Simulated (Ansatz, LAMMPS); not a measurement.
# Relaxing amorphous HfO2 at 7.65 g/cm^3 (78 atoms), part 2 of 2

Wanted: the relaxed structure of amorphous HfO2 at 7.65 g/cm^3 (78 atoms) and its electronic structure.

Ansatz 0.2.0; Kohn-Sham DFT, PBE, PAW (set soft_2), plane waves.

The cell: 26 Hf and 52 O. The quench rate of 50 K/ps is orders of magnitude faster than experiment. The network of bonds at the start is that of the classical potential that made the cell. Only the Γ point is sampled in the main run, in a cell whose shortest periodic width is 11 Å. The levels lack spin–orbit coupling.

So far. Step 7 (K-mesh 2×2×2): Forces differ from those of the single point at the relaxed geometry by 11 meV/Å r.m.s.; the energy by -1.2 meV/atom and the gap by -0.033 eV. It took 5.2 min and 11 cycles; the reference's time can't be set against it, since the two runs asked for unlike analyses. Step 8 (Functional HSE06): Forces differ from those of the single point at the relaxed geometry by 107 meV/Å r.m.s.; the pressure by -4.0 GPa and the gap by +1.5 eV.

## (8) Functional HSE06 (continued)

Length of the force by element and coordination:

```csv
element,coordination,atoms,mean length of the force (eV/Å),spread,least,most
Hf,all,26,0.176,0.0743,0.0579,0.371
Hf,5,8,0.199,0.0748,0.106,0.314
Hf,6,16,0.173,0.0707,0.0839,0.371
Hf,7,2,0.108,0.0497,0.0579,0.157
O,all,52,0.181,0.0711,0.0601,0.492
O,2,9,0.223,0.125,0.101,0.492
O,3,40,0.171,0.0505,0.0601,0.268
O,4,3,0.193,0.0179,0.170,0.214
```

Löwdin charges by element and coordination (they lack the spilled electrons, 0.039 e an atom on average):

```csv
element,coordination,atoms,mean charge (e),spread,least,most
Hf,all,26,1.62,0.0284,1.56,1.68
Hf,5,8,1.61,0.0304,1.56,1.67
Hf,6,16,1.62,0.0279,1.58,1.68
Hf,7,2,1.63,0.0206,1.60,1.65
O,all,52,-0.751,0.0297,-0.800,-0.671
O,2,9,-0.712,0.0229,-0.745,-0.671
O,3,40,-0.756,0.0236,-0.797,-0.708
O,4,3,-0.786,0.0151,-0.800,-0.765
```

States in the cell by windows of 1 eV, zero at the Fermi level; the larger projections on atomic orbitals stand beside the total:

```csv
from (eV),to (eV),total,O p,Hf d,Hf f
-18,-17,0.0,0.0,0.0,0.0
-17,-16,80.5,0.1,0.0,80.2
-16,-15,283.5,0.6,0.2,281.9
-15,-8,0.0,0.0,0.0,0.0
-8,-7,24.5,17.5,4.8,0.1
-7,-6,63.8,46.7,14.0,0.1
-6,-5,65.3,51.3,11.1,0.1
-5,-4,71.8,62.1,7.0,0.2
-4,-3,71.0,65.3,3.8,0.2
-3,-2,15.6,14.7,0.5,0.0
-2,2,0.0,0.0,0.0,0.0
2,3,4.7,0.3,2.8,0.0
3,4,36.7,3.2,30.0,0.0
4,5,58.4,6.3,45.5,0.0
```

Between -26 and -18 eV lie 104 more states.

The stored curve holds about 780 of the 988 electrons; the rest, give or take the few that broadening carries across the Fermi level, lie in deeper levels below its range.

The levels nearest the highest filled one (over half full), pooled over k-points and spins:

```csv
level less the highest filled one (eV),occupation
-0.320,2
-0.257,2
-0.230,2
-0.188,2
-0.112,2
0,2
5.22,0
5.53,0
5.61,0
5.72,0
5.84,0
5.93,0
```

## (9) Functional r2SCAN (500 eV)

The meta-GGA r2SCAN uses the kinetic energy density as well as the density and its gradient. Besides, the cutoff goes from 420 to 500 eV.

This step: Kohn-Sham DFT, r2SCAN, PAW (set soft_2), plane waves (Ansatz 0.2.0).

Contents of input.yaml:

```yaml
crystal:
  lattice:
    - [10.5908, 0.0, 0.0]
    - [0.0, 10.5908, 0.0]
    - [0.0, 0.0, 10.5908]
  atoms:
    [... the 78 atom lines of step 6 ...]
kpoints:
  mp_grid: { grid: [1, 1, 1] }
hamiltonian:
  xc: r2scan
scf:
  occupations: { method: fermi_dirac, width: 0.025 }
output:
  forces: true
  stress: true
  populations: true
  dos:
    method: { smearing: { sigma: 0.08 } }
    de: 0.05
    projected: { site_lists: { Hf: [Hf], O: [O] } }
  eigenvalues: true
```

The run is started by

```sh
ansatz run input.yaml --threads 4 --pin off --max-ram 8192MiB --backend cpu --events-out ev --progress --plain --runs-dir out
```

Elapsed: 58 s, on 4 threads of Arm Neoverse V2, shared host; peak memory 3.8 GiB.

Geometry and reference: those of the single point at the relaxed geometry.

Forces differ from those of the single point at the relaxed geometry by 72 meV/Å r.m.s.; the pressure by -4.2 GPa and the gap by +0.44 eV. It took 58 s and 11 cycles; the reference's time can't be set against it, since the two runs asked for unlike analyses.

## (10) Functional PBEsol

PBEsol restores the gradient expansion of exchange for slowly varying densities and usually gives shorter bonds in solids than PBE.

This step: Kohn-Sham DFT, PBEsol, PAW (set soft_2), plane waves (Ansatz 0.2.0).

input.yaml, as its differences from that of step 9:

```diff
@@ -10,3 +10,3 @@
 hamiltonian:
-  xc: r2scan
+  xc: pbesol
 scf:
```

It took 29 s on 4 threads; peak memory 2 GiB.

Geometry and reference: those of the single point at the relaxed geometry.

Forces differ from those of the single point at the relaxed geometry by 78 meV/Å r.m.s.; the pressure by -4.8 GPa and the gap by -0.086 eV.

## (11) What each setting buys

Each row is set against the single point at the relaxed geometry (Kohn-Sham DFT, PBE, PAW (set soft_2), plane waves; r.m.s. force component 0.0133 eV/Å). Energies are set beside the reference only for runs with its functional, potentials and electron count. Times are for 4 threads of Arm Neoverse V2, shared host. The reference's time includes grids, which some other runs skip.

```csv
run,"Δ force, r.m.s. (meV/Å)",Δ energy (meV/atom),Δ pressure (GPa),Δ gap (eV),cycles,time,host memory (GiB)
reference,-,-,-,-,11,36 s,2.0
k-mesh 2×2×2,11.4,-1.23,0.0061,-0.0334,11,5.2 min,6.3
functional HSE06,107,-,-3.98,1.49,24,9.2 min,5.1
functional r2SCAN (500 eV),71.6,-,-4.16,0.439,11,58 s,3.8
functional PBEsol,78.1,-,-4.82,-0.0863,11,29 s,2.0
```

## (12) Summary of results

```json
{
  "energy change in the relaxation": "-34.99 meV/atom",
  "r.m.s. displacement": "0.315 Å",
  "largest displacement": "1.711 Å",
  "free energy per atom": "-5620.3566 eV/atom",
  "pressure": "-5.377 GPa",
  "r.m.s. force component": "0.01332 eV/Å",
  "gap (highest filled to lowest empty level)": "3.735 eV",
  "wall time of the 7 DFT runs": "23 min"
}
```

**Reading.** Relaxation lowers the energy by 35.0 meV/atom and moves atoms by 0.32 Å r.m.s.; the r.m.s. force component goes from 0.55 to 0.013 eV/Å. By the final cutoffs 2 of 150 bonded pairs parted and 2 joined. The energy was still falling by growing amounts at the end, so a soft direction may be left unrelaxed. First to last step the energy falls by 2.729 eV; the largest move, 1.71 Å, is that of O62. The O-Hf bonds go from 2.141 Å (spread 0.075) to 2.139 Å (spread 0.139). Counting bonds as in the table, 62 % of Hf atoms have 6 and 77 % of O atoms have 3 bonded neighbours. The highest filled and lowest empty levels differ by 3.73 eV (at Γ alone); a semilocal functional tends to put such gaps too low. In a disordered cell it changes from sample to sample, and tail or defect levels can set it.

Among the changes of functional, dispersion, potentials or spin set against this reference, functional HSE06 moves the forces most, by 107 meV/Å r.m.s. The gap changes by +1.49 eV with HSE06.

**Limits.** The network of bonds at the start is that of the classical potential that made the cell; in DFT 2 of its 150 bonded pairs passed out of the cutoffs and 2 came within them. The pressure of -5.4 GPa shows the cell to be stretched for this functional.

[Logs are printed without paths, hosts, clocks, repeated set-up lines and the standing remarks that a program may print on its own settings, such as how far it seeks lower states.]

[Hosts, paths, dates, database ids (printed as entryN), source tags and the programs' standing remarks are cut or masked in the printed files.]
